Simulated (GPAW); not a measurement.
Consider YSn3 (Pm-3m).

```xyz
4
Lattice="4.6660 0.0000 0.0000 0.0000 4.6660 0.0000 0.0000 0.0000 4.6660" Properties=species:S:1:pos:R:3 pbc="T T T"
Sn    2.3330    2.3330    0.0000
Sn    2.3330    0.0000    2.3330
Sn    0.0000    2.3330    2.3330
Y     0.0000    0.0000    0.0000
```

Absorber: atom 4, with 12 Sn at 3.30 Å (cuboctahedral, site symmetry m-3m). Method: GPAW, LDA, excited-electron core hole (neutral cell), 8-atom cell with 6.6 Å between holes, 6×6×6 k points, dipole transitions, Gaussian full width 1.5 eV up to 4 eV, rising linearly to 3.5 eV at 25 eV.

**Question.** Predict the near-edge structure at the Y L₃ edge.

Main maxima up to 30 eV above the zero (height): 0.8 eV (3.97), 4.4 eV (1.44), 9.4 eV (0.64) and 20.2 eV (0.80). At an L edge the dipole rule selects empty d (and weakly s) states on the absorber, and the strong line at the onset measures the empty part of its d band. 

The Y L₃ spectrum (energy from the lowest empty level; intensity scaled to a mean of 1 over the first 20 eV):

```
E (eV)  intensity
 -2.00       0.00
 -1.25       0.07
 -0.50       0.81
  0.25       2.91
  1.00       3.94
  1.75       2.65
  2.50       1.62
  3.25       1.31
  4.00       1.39
  4.75       1.39
  5.50       1.03
  6.25       0.62
  7.00       0.41
  7.75       0.43
  8.50       0.56
  9.25       0.64
 10.00       0.62
 10.75       0.56
 11.50       0.52
 12.25       0.50
 13.00       0.47
 13.75       0.48
 14.50       0.54
 15.25       0.62
 16.00       0.65
 16.75       0.64
 17.50       0.64
 18.25       0.67
 19.00       0.73
 19.75       0.79
 20.50       0.79
 21.25       0.73
 22.00       0.64
 22.75       0.56
 23.50       0.49
 24.25       0.44
 25.00       0.41
 25.75       0.38
 26.50       0.37
 27.25       0.38
 28.00       0.40
 28.75       0.46
 29.50       0.53
 30.25       0.61
 31.00       0.64
 31.75       0.64
```

Only the L₃ part is meant: spin–orbit coupling of the core level isn't computed and the L₂ copy isn't added. Lifetime broadening is put in by hand, and intensities beyond about 20 eV depend on it and on the partial waves; weight that the partial waves miss at high energy is lost. The structure is a published determination, not relaxed.

[Banner, clock and machine lines of the logs are left out without a mark of their own.]

[Logs are printed without paths, hosts, clocks, repeated set-up lines and the standing remarks that a program may print on its own settings, such as how far it seeks lower states.]

[Hosts, paths, dates, database ids (printed as entryN), source tags and the programs' standing remarks are cut or masked in the printed files.]

[Lists of maxima count a maximum above −3 eV only where it reaches 4 % of the highest in the window and stands out from its surroundings by 2 % of it (1.5 % where it reaches 55 %); shoulders and weaker maxima are passed over, and of the rest the first, up to two pre-edge ones and the few strongest are named.]
